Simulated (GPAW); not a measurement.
# Dielectric function and optical constants of TiO2 (Rutile), part 2 of 2

Aim: the dielectric function of TiO2 (Rutile), and the optical constants that follow from it.

GPAW 26.7.0; DFT, PBE, plane-wave PAW (GPAW data sets), scalar-relativistic, RPA, optical limit.

So far. Step 2 (Ground state): There is a gap, 1.89 eV on this mesh (points off the mesh can give less), so no carriers' term is needed.

### Step 4. Dielectric function, RPA

Local fields let the induced charge screen the field inside the cell, which as a rule lowers ε, most along directions where the density is uneven.

This step: DFT, PBE, plane-wave PAW (GPAW data sets), scalar-relativistic, RPA, optical limit (GPAW 26.7.0).

df.py reads:

```python
from gpaw.response.df import DielectricFunction

df = DielectricFunction('full.gpw', frequencies={'type': 'nonlinear', 'domega0': 0.03, 'omega2': 8},
                        ecut=50,
                        eta=0.15,
                        nbands=54,
                        txt='df.txt')
for direction in ['x', 'z']:
    df.get_dielectric_function(xc='RPA', direction=direction, filename=f'df_{direction}.csv')
```

Launch:

```sh
$ OMP_NUM_THREADS=1 python df.py
```

Numbers of over 12 decimals in the logs are rounded to 6 here.

Log:

```text
Using integrator: PointIntegrator
NonLinearFrequencyDescriptor(from 0.000 to 86.247 eV, 527 points)
Nonperiodic BCs:  [False False False]
Using integrator: PointIntegrator
NonLinearFrequencyDescriptor(from 0.000 to 86.247 eV, 527 points)
Nonperiodic BCs:  [False False False]

Calculating chi0 body with:
    Ground state adapter containing:
    Number of spins: 1
    Number of kpoints: 360
    Number of irreducible kpoints: 78
    Number of completely occupied states: 24
    Number of partially occupied states: 24

    Linear response parametrization:
    q_c: [0.0, 0.0, 0.0]
    Number of frequency points: 527
    Planewave cutoff: 50.0
    Number of bands: 54
    Number of planewaves: 47
    Broadening (eta): 0.15

Integrating chi0 body.

Symmetries of q_c:
    Direct symmetries (Uq -> q): 8
    Indirect symmetries (TUq -> q): 0
In total 8 allowed symmetries.

78 groups of equivalent kpoints. 78.333333% reduction.

Integral kind: spectral function

Calculating chi0 optical extensions with:
    Ground state adapter containing:
    Number of spins: 1
    Number of kpoints: 360
    Number of irreducible kpoints: 78
    Number of completely occupied states: 24
    Number of partially occupied states: 24

    Linear response parametrization:
    Number of frequency points: 527
    Planewave cutoff: 50.0
    Number of bands: 54
    Number of planewaves: 47
    Broadening (eta): 0.15
Integrating chi0 head and wings.

Symmetries of q_c:
    Direct symmetries (Uq -> q): 8
    Indirect symmetries (TUq -> q): 0
In total 8 allowed symmetries.

78 groups of equivalent kpoints. 78.333333% reduction.

Integral kind: spectral function wings
```

It took 20 s on 1 thread of Intel Xeon Platinum 8375C at 2.90GHz (Ice Lake), shared host; peak memory 0.29 GiB.

Numbers from this step:

* electronic dielectric constant ε∞, mean over x, y and z (by symmetry where fewer were run): 6.974

Sum at mesh points, not converged in k; values under the direct gap are tails of Lorentzian lines. The Im ε by photon energy; read off at these points:

```
photon energy (eV)   E ∥ x   E ∥ z
              0.00       0       0
              0.50  0.0427  0.0542
              1.00  0.0970   0.124
              1.50   0.187   0.239
              2.00   0.413   0.517
              2.50    1.41    2.18
              3.00    6.86    8.01
              3.50    7.36    9.39
              3.81    7.23    10.5
              3.94    7.64    10.3
              4.00    7.59    10.1
              4.50    7.40    7.13
              5.00    5.30    5.09
              5.50    3.79    3.88
              6.00    3.32    4.81
              6.50    3.70    4.92
              7.00    5.22    6.41
              7.44    5.45    11.4
              7.50    5.67    11.4
              8.00    5.04    7.50
              8.50    3.55    5.35
              9.00    2.02    3.58
              9.50    1.86    2.75
             10.00    1.63    1.71
             10.50    1.39    1.11
             11.00    1.24   0.855
             11.50    1.24   0.630
             12.00    1.19   0.563
             12.50    1.14   0.716
             13.00    1.57   0.809
             13.50    1.38   0.687
```

Sum at mesh points, not converged in k. The reflectivity at normal incidence by photon energy; read off at these points:

```
photon energy (eV)  E ∥ x (%)  E ∥ z (%)
              0.00       19.2       22.4
              0.50       19.4       22.6
              1.00       20.0       23.2
              1.50       21.1       24.5
              2.00       23.3       26.9
              2.50       27.4       31.6
              2.94       32.8       35.7
              3.00       32.4       35.0
              3.50       30.9       35.5
              4.00       31.1       37.4
              4.50       31.6       31.7
              5.00       27.9       25.8
              5.50       20.4       19.8
              6.00       17.2       23.0
              6.50       18.8       23.6
              7.00       24.8       28.1
              7.50       28.4       42.7
              8.00       32.8       44.0
              8.50       34.5       46.8
              8.77       37.0       49.3
              9.00       32.2       47.9
              9.50       22.9       52.2
              9.68       20.4       53.6
             10.00       20.1       52.3
             10.50       14.7       48.6
             11.00       11.3       44.3
             11.50       8.30       34.0
             12.00       7.46       15.9
             12.50       5.98       5.94
             13.00       8.85       6.05
             13.25       11.3       6.31
             13.50       11.3       3.53
```

Sum at mesh points, not converged in k; values under the direct gap are tails of Lorentzian lines. Table of Im ε, E ∥ x by photon energy; read off at these points:

```
photon energy (eV)  without local fields  with local fields
             0.000                     0                  0
             0.250                0.0218             0.0207
             0.500                0.0450             0.0427
             0.750                0.0712             0.0674
             1.000                 0.103             0.0970
             1.250                 0.143              0.135
             1.500                 0.198              0.187
             1.750                 0.284              0.266
             2.000                 0.444              0.413
             2.250                 0.763              0.703
             2.500                  1.55               1.41
             2.750                  3.77               3.44
             3.000                  7.41               6.86
             3.250                  7.50               6.84
             3.468                  8.01               7.37
             3.500                  7.96               7.36
             3.750                  7.33               7.01
             3.936                  7.87               7.64
             4.000                  7.75               7.59
             4.250                  7.09               7.05
             4.500                  7.34               7.40
             4.750                  6.28               6.44
             5.000                  5.08               5.30
             5.250                  4.05               4.29
             5.500                  3.59               3.79
             5.750                  3.32               3.45
             6.000                  3.21               3.32
             6.250                  3.70               3.59
             6.500                  3.93               3.70
             6.750                  4.48               4.24
             7.000                  5.54               5.22
             7.250                  5.75               5.32
             7.500                  5.98               5.67
             7.554                  6.08               5.80
             7.750                  5.64               5.35
             8.000                  5.24               5.04
             8.250                  4.39               4.37
             8.500                  3.30               3.55
             8.750                  2.60               2.85
             9.000                  1.86               2.02
             9.250                  1.78               1.91
             9.500                  1.67               1.86
             9.750                  1.57               1.86
            10.000                  1.37               1.63
            10.250                  1.34               1.49
            10.500                  1.27               1.39
            10.750                  1.21               1.34
            11.000                  1.06               1.24
            11.250                 0.999               1.12
            11.500                  1.10               1.24
            11.750                  1.20               1.26
            12.000                  1.27               1.19
            12.250                  1.25               1.13
            12.500                  1.23               1.14
            12.750                  1.43               1.26
            13.000                  1.79               1.57
            13.084                  1.87               1.67
            13.250                  1.73               1.59
            13.500                  1.58               1.38
            13.750                  1.27               1.06
```

Sum at mesh points, not converged in k; values under the direct gap are tails of Lorentzian lines. The loss function −Im 1/ε at q → 0 by energy loss; read off at these points:

```
energy loss (eV)    E ∥ x    E ∥ z
           0.000        0        0
           0.250   4.8e-4   4.3e-4
           0.500   9.7e-4   8.7e-4
           0.750  0.00150  0.00133
           1.000  0.00207  0.00184
           1.250  0.00272  0.00242
           1.500  0.00350  0.00311
           1.750  0.00452  0.00399
           2.000  0.00615  0.00525
           2.250  0.00879  0.00757
           2.500   0.0136   0.0137
           2.750   0.0246   0.0239
           3.000   0.0493   0.0440
           3.250   0.0630   0.0517
           3.500   0.0764   0.0577
           3.750   0.0842   0.0699
           4.000   0.0971   0.0879
           4.250    0.109    0.119
           4.500    0.118    0.129
           4.750    0.148    0.154
           5.000    0.181    0.177
           5.250    0.220    0.190
           5.367    0.231    0.160
           5.500    0.223    0.134
           5.750    0.226    0.121
           6.000    0.202    0.131
           6.250    0.182    0.128
           6.500    0.177    0.117
           6.750    0.150    0.107
           7.000    0.150   0.0974
           7.250    0.170   0.0811
           7.500    0.165   0.0871
           7.750    0.187    0.106
           8.000    0.198    0.125
           8.250    0.217    0.129
           8.500    0.258    0.147
           8.750    0.290    0.155
           9.000    0.420    0.183
           9.250    0.510    0.199
           9.500    0.528    0.186
           9.750    0.538    0.217
          10.000    0.610    0.252
          10.250    0.673    0.299
          10.500    0.703    0.401
          10.750    0.715    0.470
          11.000    0.735    0.598
          11.177    0.756    0.717
          11.250    0.741    0.805
          11.500    0.622     1.19
          11.750    0.630     1.61
          11.944    0.627     1.75
          12.000    0.607     1.74
          12.250    0.627     1.35
          12.500    0.528    0.922
          12.750    0.473    0.892
          13.000    0.445    0.835
          13.250    0.548    0.893
          13.500    0.651    0.665
          13.686    0.776    0.596
          13.750    0.775    0.602
```

At chosen wavelengths:

```
wavelength (nm)   n x    k x  R (%) x   1/α x   n z    k z  R (%) z   1/α z
            800  2.71  0.037     21.3  1.7 µm  2.97  0.043     24.7  1.5 µm
            633  2.84  0.067     23.0  754 nm  3.13  0.077     26.6  658 nm
            405  3.17  1.086     31.7   30 nm  3.42  1.149     34.4   28 nm
            365  2.95  1.226     31.0   24 nm  3.29  1.336     34.8   22 nm
            308  2.56  1.474     31.0   17 nm  2.62  1.899     37.3   13 nm
            248  1.81  1.465     27.9   13 nm  1.88  1.357     25.8   15 nm
            193  1.90  0.981     18.9   16 nm  2.25  1.072     23.2   14 nm
```

Below the direct gap, k and the depth come from the tails of the Lorentzian lines, not from transitions.

Rows near the edge hang on the gap, which this functional as a rule makes too small, and phonon-assisted absorption is left out.

### Step 5. Summary of results

- electronic dielectric constant ε∞, mean over x, y and z (by symmetry where fewer were run) (RPA): 6.97

What this shows: At this level (PBE, RPA) TiO2 has a mean ε∞ = 6.97 and n = 2.60 at 1550 nm (E ∥ x). On the mesh the gap is 1.89 eV and the least direct gap 1.89 eV. Local fields change the static value along x from 6.75 to 6.55 (-3 %). The static values by axis are 6.55 (x), 7.82 (z). Excitons and phonon-assisted transitions are missing; PBE gaps are as a rule too small, which pulls the onset down and ε∞ up. In this version of GPAW the matrix elements of the optical limit are incomplete, which can lower ε − 1 by up to a tenth where first-row anions or d states rule, and shift it by more in d metals. The sum runs over mesh points 0.23 Å⁻¹ apart with no interpolation, so peaks are partly noise of the mesh and static values carry its error.

[Machine, clock and banner lines and Python warnings are left out of the logs.]

[Logs are printed without paths, hosts, clocks, repeated set-up lines and the standing remarks that a program may print on its own settings, such as how far it seeks lower states.]

[Hosts, paths, dates, database ids (printed as entryN), source tags and the programs' standing remarks are cut or masked in the printed files.]
